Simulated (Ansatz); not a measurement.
# Phonons of Ca3TlN (Pm-3m) against volume, part 2 of 2

Aim: how the phonons of Ca3TlN (Pm-3m) shift with volume, and the thermal expansion that follows.

Ansatz 0.2.0; DFT PBEsol, scalar-relativistic, plane waves, PAW; PAW set soft_1.

So far, highest frequency on path, mesh or solved points (cm⁻¹): step 2 (the dispersion) 365; step 4 (phonons at the other volume, volume ratio 0.97) 382.

## 5. Relaxing at another volume, volume ratio 1.03

The volume is scaled by 1.03 and held; symmetry leaves nothing to relax, so this is a single point. The modes can then be followed against volume.

Contents of input.yaml:

```yaml
crystal:
  lattice:
    - [4.9230079618, 0.0, 0.0]
    - [0.0, 4.9230079618, 0.0]
    - [0.0, 0.0, 4.9230079618]
  atoms:
    - { symbol: Ca, position: [0.5, 0.5, 0.0] }
    - { symbol: Ca, position: [0.5, 0.0, 0.5] }
    - { symbol: Ca, position: [0.0, 0.5, 0.5] }
    - { symbol: Tl, position: [0.0, 0.0, 0.0] }
    - { symbol: "N", position: [0.5, 0.5, 0.5] }
kpoints:
  mp_grid: { grid: [8, 8, 8] }
hamiltonian:
  xc: pbesol
  pseudopotentials: { kind: paw, azcp: { folder: soft_1 }, xc_functional: pbe }
scf:
  occupations: { method: methfessel_paxton, width: 0.2 }
output:
  forces: true
  stress: true
  eigenvalues: true
```

Command:

```console
> ansatz run input.yaml --threads 4 --pin off --max-ram 10240MiB --backend cpu --events-out ev --progress --plain --runs-dir out
```

Standard output:

```text
[...]
Crystal: 5 atoms, lattice volume = 119.314 Å³
Basis set: ecut = 420 eV, 2325 PW (Γ), exchange–correlation on 72×72×72 points (8 copies of the dense FFT grid, shifted against one another)
Bands: 29, of which v1, the nominal top of the filled ones, is band 24 counted from 1 (23 counted from 0)
Symmetry: 48 space group operations
[...]
k-points: 35 of 512
[...]
k-point 0: bands = [... 20 lower, 7.1023, 7.1023, 9.0867, 9.0867, 9.7992, 9.7992, 9.7992, 10.0043, ... 1 higher]
  k-point 1: bands = [... 20 lower, 7.0899, 7.0899, 8.4459, 9.1929, 9.3020, 9.3020, 9.8504, 10.0445, ... 1 higher]
  k-point 2: bands = [... 20 lower, 7.0612, 7.0612, 7.4142, 8.8526, 8.8526, 9.4907, 10.1534, 10.2065, ... 1 higher]
  k-point 34: bands = [... 20 lower, 5.5905, 5.5905, 7.5735, 7.5735, 7.5735, 10.6141, 10.6141, 10.6141, ... 1 higher]
[key lines of the parts left out:]
SCF converged after 9 iterations
Free energy (F): -17060.883517 eV
Fermi energy:    8.188081 eV
P = ⅓ Tr σ = -1.4468 GPa (-14.468 kbar)
```

It took 2.5 s on 4 threads of Arm Neoverse V1, shared host; peak memory 0.45 GiB.

Numbers from this step:

- pressure: -1.447 GPa
- volume per atom: 23.86 Å³

The run ends at a pressure of -1.45 GPa.

## 6. Phonons at the other volume, volume ratio 1.03

The phonons are repeated at this volume on the same meshes, so that differences come from the volume alone.

input.yaml, as its differences from that of step 5:

```diff
@@ -19,4 +19,11 @@
 output:
-  forces: true
-  stress: true
   eigenvalues: true
+phonons:
+  method: dfpt
+  qmesh: [2, 2, 2]
+  temperatures: { t_max: 1000, t_step: 50 }
+  qpath:
+    path:
+      - [[0.0, 0.0, 0.0], [0.0, 0.5, 0.0], [0.5, 0.5, 0.0], [0.0, 0.0, 0.0], [0.5, 0.5, 0.5], [0.0, 0.5, 0.0]]
+      - [[0.5, 0.5, 0.5], [0.5, 0.5, 0.0]]
+    npoints: 10
```

Standard output:

```text
[...]
Crystal: 5 atoms, lattice volume = 119.314 Å³
Basis set: ecut = 420 eV, 2325 PW (Γ), exchange–correlation on 72×72×72 points (8 copies of the dense FFT grid, shifted against one another)
Bands: 29, of which v1, the nominal top of the filled ones, is band 24 counted from 1 (23 counted from 0)
Symmetry: 48 space group operations
k-points: 35 of 512
[...]
k-point 34: bands = [... 20 lower, 5.5906, 5.5906, 7.5734, 7.5734, 7.5734, 10.6141, 10.6141, 10.6141, ... 1 higher]
[...]
ASR residual: 4.157e-5 → 0.000e0 eV/Å²; symmetrization residual: 3.200e-6 eV/Å²
  ASR residual per site (eV/Å²): 4.16e-5 4.16e-5 4.16e-5 1.34e-5 3.97e-5
[...]
--- Phonons (arbitrary-q DFPT): 4 irreducible q on the 2×2×2 mesh ---
[...]
interpolated dispersion: 62 rows × 15 modes
[...]
[key lines of the parts left out:]
SCF converged after 13 iterations
Free energy (F): -17060.883517 eV
Fermi energy:    8.188067 eV
```

It took 4.7 min on 4 threads; peak memory 1.4 GiB.

Numbers from this step:

- sum-rule residual before enforcement: 4.16e-5 eV/Å²
- highest frequency on path, mesh or solved points: 348.9 cm⁻¹
- mean frequency: 166.1 cm⁻¹
- Debye temperature (second moment): 349 K
- logarithmic mean frequency: 139.7 cm⁻¹
- highest optical mode at the zone centre (no LO-TO term): 274.0 cm⁻¹
- lowest optical zone-centre mode: 85.55 cm⁻¹
- lowest mode on the q mesh (acoustic modes at Γ apart): 49.94 cm⁻¹
- zero-point energy per atom: 30.89 meV
- heat capacity at 300 K: 23.37 J/(mol atoms K)
- vibrational entropy at 300 K: 35.76 J/(mol atoms K)
- edges of the widest gap between branches, on path and mesh: 54.6, 75.7 cm⁻¹

The highest optical mode at the zone centre (no LO-TO term) is 274.0 cm⁻¹, -8.9 cm⁻¹ against the base run.

## 7. Grüneisen parameters

The Grüneisen parameter of a mode is minus the logarithmic change of its frequency with volume, −d ln ω / d ln V; weighted by heat capacity it gives the expansion.

This step gave:

| Quantity | Value |
| --- | --- |
| bulk modulus | 52.7 GPa |

Phonon branches along the path, in cm⁻¹:

| point | branch 1 | branch 2 | branch 3 | branch 4 | branch 12 | branch 13 | branch 14 | branch 15 |
| --- | --- | --- | --- | --- | --- | --- | --- | --- |
| Γ | 0 | 0 | 0 | 90 | 237 | 283 | 283 | 283 |
| halfway | 42 | 42 | 49 | 100 | 232 | 275 | 275 | 316 |
| X | 54 | 54 | 57 | 112 | 227 | 269 | 269 | 351 |
| halfway | 53 | 55 | 56 | 112 | 246 | 276 | 320 | 358 |
| M | 53 | 53 | 58 | 85 | 256 | 283 | 365 | 365 |
| halfway | 44 | 51 | 55 | 110 | 243 | 275 | 318 | 318 |
| Γ | 0 | 0 | 0 | 90 | 237 | 283 | 283 | 283 |
| halfway | 49 | 49 | 56 | 107 | 261 | 317 | 317 | 318 |
| R | 52 | 52 | 52 | 76 | 315 | 341 | 341 | 341 |
| halfway | 54 | 54 | 54 | 108 | 272 | 316 | 317 | 356 |
| X | 54 | 54 | 57 | 112 | 227 | 269 | 269 | 351 |
| jump to R | 52 | 52 | 52 | 76 | 315 | 341 | 341 | 341 |
| halfway | 53 | 53 | 55 | 81 | 290 | 314 | 354 | 354 |
| M | 53 | 53 | 58 | 85 | 256 | 283 | 365 | 365 |

The same for volume x 0.97:

```csv
point,branch 1,branch 2,branch 3,branch 4,branch 12,branch 13,branch 14,branch 15
Γ,0,0,0,96,251,296,296,296
X,57,57,60,114,241,290,290,367
M,56,56,61,87,269,304,382,382
Γ,0,0,0,96,251,296,296,296
R,54,54,54,77,328,359,359,359
X,57,57,60,114,241,290,290,367
R,54,54,54,77,328,359,359,359
M,56,56,61,87,269,304,382,382
```

The same for volume x 1.03:

```
point  branch 1  branch 2  branch 3  branch 4  branch 12  branch 13  branch 14  branch 15
    Γ         0         0         0        86        218        274        274        274
    X        52        52        55       108        214        251        251        336
    M        51        51        54        83        243        264        349        349
    Γ         0         0         0        86        218        274        274        274
    R        50        50        50        76        302        324        324        324
    X        52        52        55       108        214        251        251        336
    R        50        50        50        76        302        324        324        324
    M        51        51        54        83        243        264        349        349
```

Mode Grueneisen parameter -dln(w)/dln(V), modes matched by rank; at Γ the acoustic branches take the value of a neighbouring point of the path. The mode Grüneisen parameters at the labelled points ():

| point | branch 1 | branch 2 | branch 3 | branch 4 | branch 12 | branch 13 | branch 14 | branch 15 |
| --- | --- | --- | --- | --- | --- | --- | --- | --- |
| Γ | 0.67 | 0.67 | 1.79 | 1.84 | 2.31 | 1.31 | 1.31 | 1.31 |
| halfway | 1.12 | 1.12 | 1.62 | 1.36 | 1.79 | 1.81 | 1.81 | 1.55 |
| X | 1.60 | 1.60 | 1.68 | 0.90 | 2.00 | 2.41 | 2.41 | 1.49 |
| halfway | 1.49 | 1.59 | 1.70 | 0.88 | 1.63 | 2.37 | 1.76 | 1.51 |
| M | 1.47 | 1.47 | 1.80 | 0.83 | 1.68 | 2.32 | 1.52 | 1.52 |
| halfway | 1.35 | 1.48 | 1.72 | 1.87 | 1.57 | 2.11 | 1.65 | 1.68 |
| Γ | 1.62 | 0.60 | 1.43 | 1.84 | 2.31 | 1.31 | 1.31 | 1.31 |
| halfway | 1.39 | 1.39 | 1.83 | 1.58 | 1.35 | 1.73 | 1.73 | 1.80 |
| R | 1.41 | 1.41 | 1.41 | 0.28 | 1.39 | 1.70 | 1.70 | 1.70 |
| halfway | 1.59 | 1.46 | 1.55 | 1.16 | 1.34 | 1.81 | 1.89 | 1.55 |
| X | 1.60 | 1.60 | 1.68 | 0.90 | 2.00 | 2.41 | 2.41 | 1.49 |
| jump to R | 1.41 | 1.41 | 1.41 | 0.28 | 1.39 | 1.70 | 1.70 | 1.70 |
| halfway | 1.46 | 1.46 | 1.58 | 0.60 | 1.34 | 1.98 | 1.60 | 1.60 |
| M | 1.47 | 1.47 | 1.80 | 0.83 | 1.68 | 2.32 | 1.52 | 1.52 |

(dS/dlnV)/C_V. Thermodynamic Grueneisen parameter against temperature:

| temperature (K) | thermodynamic Grueneisen parameter |
| --- | --- |
| 50 | 1.36 |
| 100 | 1.37 |
| 150 | 1.40 |
| 200 | 1.41 |
| 250 | 1.42 |
| 300 | 1.42 |
| 350 | 1.42 |
| 400 | 1.42 |
| 450 | 1.42 |
| 500 | 1.43 |
| 550 | 1.43 |
| 600 | 1.43 |
| 650 | 1.43 |
| 700 | 1.43 |
| 750 | 1.43 |
| 800 | 1.43 |
| 850 | 1.43 |
| 900 | 1.43 |
| 950 | 1.43 |
| 1000 | 1.43 |

Gamma C_V/(B V) at the static volume. The volume expansion by temperature:

| temperature (K) | volume expansion (1e-6/K) |
| --- | --- |
| 50 | 14.5 |
| 100 | 28.7 |
| 150 | 36.8 |
| 200 | 41.0 |
| 250 | 43.4 |
| 300 | 44.8 |
| 350 | 45.7 |
| 400 | 46.3 |
| 450 | 46.8 |
| 500 | 47.1 |
| 550 | 47.3 |
| 600 | 47.5 |
| 650 | 47.7 |
| 700 | 47.8 |
| 750 | 47.9 |
| 800 | 48.0 |
| 850 | 48 |
| 900 | 48.1 |
| 950 | 48.1 |
| 1000 | 48.1 |

## 8. Results

```json
{
  "bulk modulus": "52.7 GPa",
  "thermodynamic Grüneisen parameter at 300 K": "1.419",
  "volume expansion at 300 K, estimated": "44.82 × 10⁻⁶ K⁻¹"
}
```

In words: By this estimate the volume grows by 44.8 × 10⁻⁶ per kelvin at 300 K. The highest optical mode at Γ goes from 296 to 274 cm⁻¹ as the cell grows, a Grüneisen parameter of 1.31. Mode parameters on the path run from 0.28 to 3.0, with a median of 1.5. Branches are matched by rank, so values near crossings are rough. The expansion is the Grüneisen estimate at the static volume, with the static bulk modulus. With no gap, or one that is small against the smearing, the frequencies hang on the k mesh and the smearing, most of all near Kohn anomalies. Spin-orbit coupling is left out, which can matter for the heavy elements here. The PAW files were made for PBE and serve the other functionals too.

[Long decimals in the printed logs are rounded to 6 places.]

[Logs are printed without paths, hosts, clocks, repeated set-up lines and the standing remarks that a program may print on its own settings, such as how far it seeks lower states.]

[Hosts, paths, dates, database ids (printed as entryN), source tags and the programs' standing remarks are cut or masked in the printed files.]

[Where the starting crystal was built by hand or by swapping elements, it need not be the compound's stable phase.]
